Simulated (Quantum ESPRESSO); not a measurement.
# Ionisation energy and electron affinity at BP(110), part 3 of 6

Wanted: ionisation energy, electron affinity and surface tilt of BP(110).

Quantum ESPRESSO 7.5; plane-wave DFT, PBE, GBRV ultrasoft pseudopotentials.

So far. Step 5 (Relaxing the ions): The relaxation lowers the energy by 87 meV an atom. On the free atoms the largest force ends at 0.023 eV/Å.

### 6. SCF with pw.x of the relaxed slab

The relaxed slab, with empty bands to show its gap.

Contents of scf.in:

```
&control
  prefix = 'scf'
  outdir = './out'
  pseudo_dir = './pseudo'
  calculation = 'scf'
  tprnfor = .true.
/
&system
  ibrav = 0
  nat = 18
  ntyp = 2
  ecutwfc = 40
  ecutrho = 200
  occupations = 'smearing'
  smearing = 'fd'
  degauss = 0.002
  nbnd = 44
/
&electrons
  conv_thr = 1e-08
  mixing_beta = 0.4
  electron_maxstep = 120
  mixing_mode = 'plain'
/
ATOMIC_SPECIES
  B   10.8100  b_pbe_v1.4.uspp.F.UPF
  P   30.9738  p_pbe_v1.5.uspp.F.UPF
CELL_PARAMETERS angstrom
  4.55000000000000 0.00000000000000 0.00000000000000
  0.00000000000000 3.21733585439879 0.00000000000000
  0.00000000000000 0.00000000000000 28.86934341759516
ATOMIC_POSITIONS crystal
  B   0.055367309800 0.000000000000 0.289646829100
  P   0.261747137900 0.500000000000 0.272947159500
  B   0.500401743200 0.500000000000 0.332692071500
  P   0.743210014800 0.000000000000 0.332968960200
  B   0.001789898900 0.000000000000 0.388923187900
  P   0.250579981100 0.500000000000 0.388372269100
  B   0.500000000000 0.500000000000 0.444277640700
  P   0.750000000000 0.000000000000 0.444277640700
  B   0.000000000000 0.000000000000 0.500000000000
  P   0.250000000000 0.500000000000 0.500000000000
  B   0.500000000000 0.500000000000 0.555722359300
  P   0.750000000000 0.000000000000 0.555722359300
  B   0.001789898900 0.000000000000 0.611076812100
  P   0.250579981100 0.500000000000 0.611627730900
  B   0.500401743200 0.500000000000 0.667307928500
  P   0.743210014800 0.000000000000 0.667031039800
  B   0.055367309800 0.000000000000 0.710353170900
  P   0.261747137900 0.500000000000 0.727052840500
K_POINTS automatic
  4 6 1 0 0 0
```

Run with:

```console
$ OMP_NUM_THREADS=1 mpirun -n 4 pw.x -nk 2 -in scf.in > scf.out
```

The program printed:

```text
[banner, memory and clock lines left out]
Program PWSCF v.7.5 starts
[citation notice left out]

[...]
Message from routine setup:
[...]
bravais-lattice index     =            0
     lattice parameter (alat)  =       8.5983  a.u.
     unit-cell volume          =    2851.9460 (a.u.)^3
     number of atoms/cell      =           18
     number of atomic types    =            2
     number of electrons       =        72.00
     number of Kohn-Sham states=           44
     kinetic-energy cutoff     =      40.0000  Ry
     charge density cutoff     =     200.0000  Ry
     scf convergence threshold =      1.0E-08
     mixing beta               =       0.4000
     number of iterations used =            8  plain     mixing
     Exchange-correlation=  SLA  PW   PBX  PBC
                           (   1   4   3   4   0   0   0)

[...]
PseudoPot. # 1 for B  read from file:
     ./pseudo/b_pbe_v1.4.uspp.F.UPF
     Pseudo is Ultrasoft + core correction, Zval =  3.0
     Generated by new atomic code, or converted to UPF format
     Using radial grid of  781 points,  4 beta functions with:
                l(1) =   0
                l(2) =   0
                l(3) =   1
                l(4) =   1
     Q(r) pseudized with  8 coefficients,  rinner =    1.100   1.100   1.100

     PseudoPot. # 2 for P  read from file:
     ./pseudo/p_pbe_v1.5.uspp.F.UPF
     Pseudo is Ultrasoft + core correction, Zval =  5.0
     Generated by new atomic code, or converted to UPF format
     Using radial grid of  903 points,  6 beta functions with:
                l(1) =   0
                l(2) =   0
                l(3) =   1
                l(4) =   1
                l(5) =   2
                l(6) =   2
     Q(r) pseudized with  8 coefficients,  rinner =    1.300   1.300   1.300
                                                       1.300   1.300

     atomic species   valence    mass     pseudopotential
     B                 3.00    10.81000     B ( 1.00)
     P                 5.00    30.97380     P ( 1.00)

      4 Sym. Ops. (no inversion) found

[...]
number of k points=    12  Fermi-Dirac smearing, width (Ry)=  0.0020
[...]
Dense  grid:   136337 G-vectors     FFT dimensions: (  40,  27, 250)

     Smooth grid:    97485 G-vectors     FFT dimensions: (  36,  25, 225)

     Initial potential from superposition of free atoms

     starting charge      71.9960, renormalised to      72.0000

     negative rho (up, down):  1.133E-04 0.000E+00
     Starting wfcs are   72 randomized atomic wfcs

     per-process dynamical memory:    98.9 Mb

     Self-consistent Calculation

     iteration #  1     ecut=    40.00 Ry     beta= 0.40
     Davidson diagonalization with overlap
     ethr =  1.00E-02,  avg # of iterations =  3.0

     negative rho (up, down):  1.224E-04 0.000E+00

     total energy              =    -197.42304309 Ry
     estimated scf accuracy    <       1.19903032 Ry

     iteration #  2     ecut=    40.00 Ry     beta= 0.40
[...]
negative rho (up, down):  1.583E-04 0.000E+00

[...]
total energy              =    -197.42868893 Ry
     estimated scf accuracy    <       0.27988453 Ry

     iteration #  3     ecut=    40.00 Ry     beta= 0.40
[...]
negative rho (up, down):  1.948E-04 0.000E+00

[...]
total energy              =    -197.42474729 Ry
     estimated scf accuracy    <       0.56974632 Ry

     iteration #  4     ecut=    40.00 Ry     beta= 0.40
[...]
negative rho (up, down):  2.327E-04 0.000E+00

[...]
total energy              =    -197.49330161 Ry
     estimated scf accuracy    <       0.02957208 Ry

     iteration #  5     ecut=    40.00 Ry     beta= 0.40
[...]
negative rho (up, down):  2.718E-04 0.000E+00

[...]
total energy              =    -197.49546250 Ry
     estimated scf accuracy    <       0.00774334 Ry

     iteration #  6     ecut=    40.00 Ry     beta= 0.40
[...]
c_bands:  1 eigenvalues not converged
[...]
negative rho (up, down):  2.781E-04 0.000E+00

[...]
total energy              =    -197.49684923 Ry
     estimated scf accuracy    <       0.00138637 Ry

[...]
iteration # 10     ecut=    40.00 Ry     beta= 0.40
[...]
negative rho (up, down):  2.930E-04 0.000E+00

[...]
total energy              =    -197.49729787 Ry
     estimated scf accuracy    <       0.00000087 Ry

     iteration # 11     ecut=    40.00 Ry     beta= 0.40
[...]
negative rho (up, down):  2.934E-04 0.000E+00

[...]
total energy              =    -197.49729807 Ry
     estimated scf accuracy    <       0.00000015 Ry

     iteration # 12     ecut=    40.00 Ry     beta= 0.40
[...]
negative rho (up, down):  2.936E-04 0.000E+00

[...]
total energy              =    -197.49729816 Ry
     estimated scf accuracy    <       0.00000001 Ry

     iteration # 13     ecut=    40.00 Ry     beta= 0.40
[...]
negative rho (up, down):  2.939E-04 0.000E+00

[...]
End of self-consistent calculation

          k = 0.0000 0.0000 0.0000 ( 12141 PWs)   bands (ev):

   -13.4637 -13.0554 -12.3853 -11.4803 -10.4359  -9.4718  -8.8387  -8.7078
    -8.6323  -6.6653  -6.3946  -5.9151  -5.1959  -4.4488  -4.0178  -3.8462
    -3.4994  -2.9650  -2.5144  -2.2186  -2.0280  -2.0029  -1.9445  -1.4622
    -0.8785  -0.8753  -0.8036  -0.0568   0.3679   0.5975   0.6344   1.1393
     1.4714   1.5526   1.6933   1.7784   3.3693   3.6177   3.6592   4.1250
     4.3084   4.5450   5.0310   5.3512

          k = 0.0000 0.2357 0.0000 ( 12182 PWs)   bands (ev):

   -13.1337 -12.7275 -12.0614 -11.1622 -10.1263  -9.1864  -8.6687  -8.5543
    -8.4829  -6.4832  -6.2677  -5.8751  -5.2075  -4.3272  -3.7574  -3.7348
    -3.6094  -3.3544  -3.2596  -2.8209  -2.7150  -2.5037  -2.1309  -1.8333
    -1.8191  -1.4005  -0.9615  -0.8310  -0.6694  -0.2317  -0.1339   0.0030
     0.1423   0.4671   0.9879   1.2010   3.6209   3.8956   4.4334   4.5940
     4.6715   5.2068   5.7699   5.7876

[...]
the Fermi energy is     1.9699 ev

!    total energy              =    -197.49729816 Ry
     estimated scf accuracy    <          2.7E-09 Ry
     smearing contrib. (-TS)   =      -0.00000252 Ry
     internal energy E=F+TS    =    -197.49729564 Ry

     The total energy is F=E-TS. E is the sum of the following terms:
     one-electron contribution =   -2784.13171635 Ry
     hartree contribution      =    1414.53409057 Ry
     xc contribution           =     -80.43826403 Ry
     ewald contribution        =    1252.53859416 Ry

     convergence has been achieved in  13 iterations

     negative rho (up, down):  2.939E-04 0.000E+00

     Forces acting on atoms (cartesian axes, Ry/au):

     atom    1 type  1   force =     0.00051193    0.00000000   -0.00052482
     atom    2 type  2   force =     0.00066141    0.00000000   -0.00061462
     atom    3 type  1   force =     0.00012764    0.00000000   -0.00003940
     atom    4 type  2   force =     0.00008049    0.00000000   -0.00058440
     atom    5 type  1   force =    -0.00014603    0.00000000    0.00044422
     atom    6 type  2   force =    -0.00007315    0.00000000   -0.00010282
     atom    7 type  1   force =    -0.00016528    0.00000000   -0.00021610
     atom    8 type  2   force =    -0.00213896    0.00000000    0.00175753
     atom    9 type  1   force =     0.00176624    0.00000000    0.00000000
     atom   10 type  2   force =     0.00051768    0.00000000    0.00000000
     atom   11 type  1   force =    -0.00016528    0.00000000    0.00021610
     atom   12 type  2   force =    -0.00213896    0.00000000   -0.00175753
     atom   13 type  1   force =    -0.00014603    0.00000000   -0.00044422
     atom   14 type  2   force =    -0.00007315   -0.00000000    0.00010282
     atom   15 type  1   force =     0.00012764    0.00000000    0.00003940
     atom   16 type  2   force =     0.00008049    0.00000000    0.00058440
     atom   17 type  1   force =     0.00051193    0.00000000    0.00052482
     atom   18 type  2   force =     0.00066141   -0.00000000    0.00061462

     Total force =     0.004772     Total SCF correction =     0.000028

[...]
```

Elapsed: 53 s, on 4 MPI ranks of Arm Neoverse V2, shared host; peak memory 0.97 GiB.

Numbers from this step:

* valence top, on the run's zero: 1.778 eV
* conduction bottom, on the run's zero: 2.163 eV
* gap by band count: 0.3850 eV

The program's own clock; routines nest. Time by routine:

```tsv
routine	wall time (s)	calls
PWSCF	52.74	1
electrons	49.98	1
c_bands	42.5	13
cegterg	39.48	78
h_psi	26.44	508
fftw	17.2	24260
vloc_psi	16.06	508
calbec	7.33	610
sum_band	5.78	13
h_psi:calbec	5.2	508
add_vuspsi	5.12	508
s_psi	5.1	508
init_run	1.78	1
wfcinit	1.52	1
```

The run needed 13 iterations to bring the estimated error under 1e-08 Ry; the largest force on any atom, held or free, is 0.07 eV/Å.

### 7. Electrostatic potential of the relaxed slab

Contents of pot.in:

```
&inputpp
  prefix = 'scf'
  outdir = './out'
  filplot = 'pot.dat'
  plot_num = 11
/
```

Run with:

```console
$ OMP_NUM_THREADS=1 mpirun -n 4 pp.x -in pot.in > pot.out
```

The program printed:

```text
[banner, memory and clock lines left out]
Program POST-PROC v.7.5 starts
[citation notice left out]

[...]
./out/scf.save/

[...]
negative rho (up, down):  2.939E-04 0.000E+00

     Calling punch_plot, plot_num =  11
     Writing data to file  pot.dat
     Message from routine chdens:
     namelist plot not found or invalid, exiting
```

Wall time 0.87 s (4 MPI ranks); peak memory 0.15 GiB.

Numbers from this step:

```
slope of the potential above                                          : 5.39e-5 eV/Å
upper vacuum line continued to the top atoms, over the valence top    : 5.515 eV
slope of the potential below                                          : -3.16e-5 eV/Å
lower vacuum line continued to the bottom atoms, over the valence top : 5.515 eV
vacuum level at the upper face over the valence top of the mesh       : 5.515 eV
vacuum level at the lower face over the valence top of the mesh       : 5.515 eV
```

The potential energy, planar mean oscillates, so the rows of the table below give means over windows of 1.62 Å about each position, cut where the curve ends. Its maxima inside the range that stand out by 2 % of the span (Å: eV): 8.9: -3.59, 10.4: -2.59, 12.0: -2.55, 13.6: -2.56, 15.2: -2.56, 16.9: -2.55, 18.5: -2.59, 20.0: -3.59. Its minima: 8.1: -9.74, 9.6: -12.5, 11.2: -12.5, 12.8: -12.6, 14.4: -12.6, 16.1: -12.6, 17.7: -12.5, 19.3: -12.5, 20.8: -9.74.

Electrostatic potential energy of an electron; zero at the highest filled level of the SCF mesh. The potential energy, planar mean by z; means over each step:

z (Å), potential energy, planar mean (eV) and a bar from the least value:
```
     0.81        5.5 ##############################
     2.43        5.5 ##############################
     4.05        5.5 ##############################
     5.67        5.4 ##############################
     7.29       -1.4 ##############
     8.91       -7.6 
    10.53       -7.5 
    12.15       -7.5 
    13.77       -7.5 
    15.39       -7.5 
    17.01       -7.5 
    18.63       -7.5 
    20.25       -7.1 #
    21.87        1.1 ####################
    23.49        5.5 ##############################
    25.11        5.5 ##############################
    26.73        5.5 ##############################
    28.35        5.5 ##############################
```

The vacuum is flat to 0.1 meV/Å, so its level is well defined. Inside the slab the curve depends on the local part of the pseudopotentials; only the vacuum level has a meaning of its own.

### 8. Planar and running averages

A running mean over one period damps the atomic wiggles and leaves the mean of this pseudopotential's potential.

Contents of avg.in:

```
1
pot.dat
1.0
359
3
6.0798836158
```

Run with:

```console
$ OMP_NUM_THREADS=1 average.x < avg.in > avg.out
```

The program printed:

```text
[banner, memory and clock lines left out]
Program AVERAGE v.7.5 starts
[citation notice left out]

[...]
Reading header from file  pot.dat
     Reading data from file  pot.dat
     Output written to file avg.dat

[...]
```

Wall time 0.52 s (1 MPI rank); peak memory 0.11 GiB.

This step gave:

* average.x's running mean in the middle layers, on the run's own zero: -5.693 eV
* mean potential by an exact Fourier window in the middle layers, on the run's own zero: -5.693 eV

Electrostatic potential energy of an electron; zero at the highest filled level of the SCF mesh; window 3.2173 Å. Table of potential energy, running mean by z:

z (Å), potential energy, running mean (eV) and a bar from the least value:
```
        0       5.52 ##############################
        1       5.52 ##############################
        2       5.52 ##############################
        3       5.51 ##############################
        4       5.51 ##############################
        5       5.42 ##############################
        6       4.05 ###########################
        7      -0.14 #################
        8      -4.01 ########
        9      -6.98 ##
       10      -7.66 
       11      -7.47 
       12      -7.47 
       13      -7.47 
       14      -7.47 
       15      -7.47 
       16      -7.47 
       17      -7.47 
       18      -7.47 
       19      -7.63 
       20      -6.88 ##
       21      -3.31 ##########
       22       0.32 ##################
       23       4.45 ############################
       24       5.45 ##############################
       25       5.51 ##############################
       26       5.51 ##############################
       27       5.52 ##############################
       28       5.52 ##############################
```

Where the running mean is not flat inside, average.x's window, rounded to the grid, doesn't match the spacings there.

(Continued in part 4 of 6.)

[Logs are printed without paths, hosts, clocks, repeated set-up lines and the standing remarks that a program may print on its own settings, such as how far it seeks lower states.]

[Hosts, paths, dates, database ids (printed as entryN), source tags and the programs' standing remarks are cut or masked in the printed files.]

[Maps of the electrostatic potential energy from Ansatz leave out the sawtooth potential of an applied field or a dipole correction, so their vacuum need not be flat; planar profiles and work functions include it.]
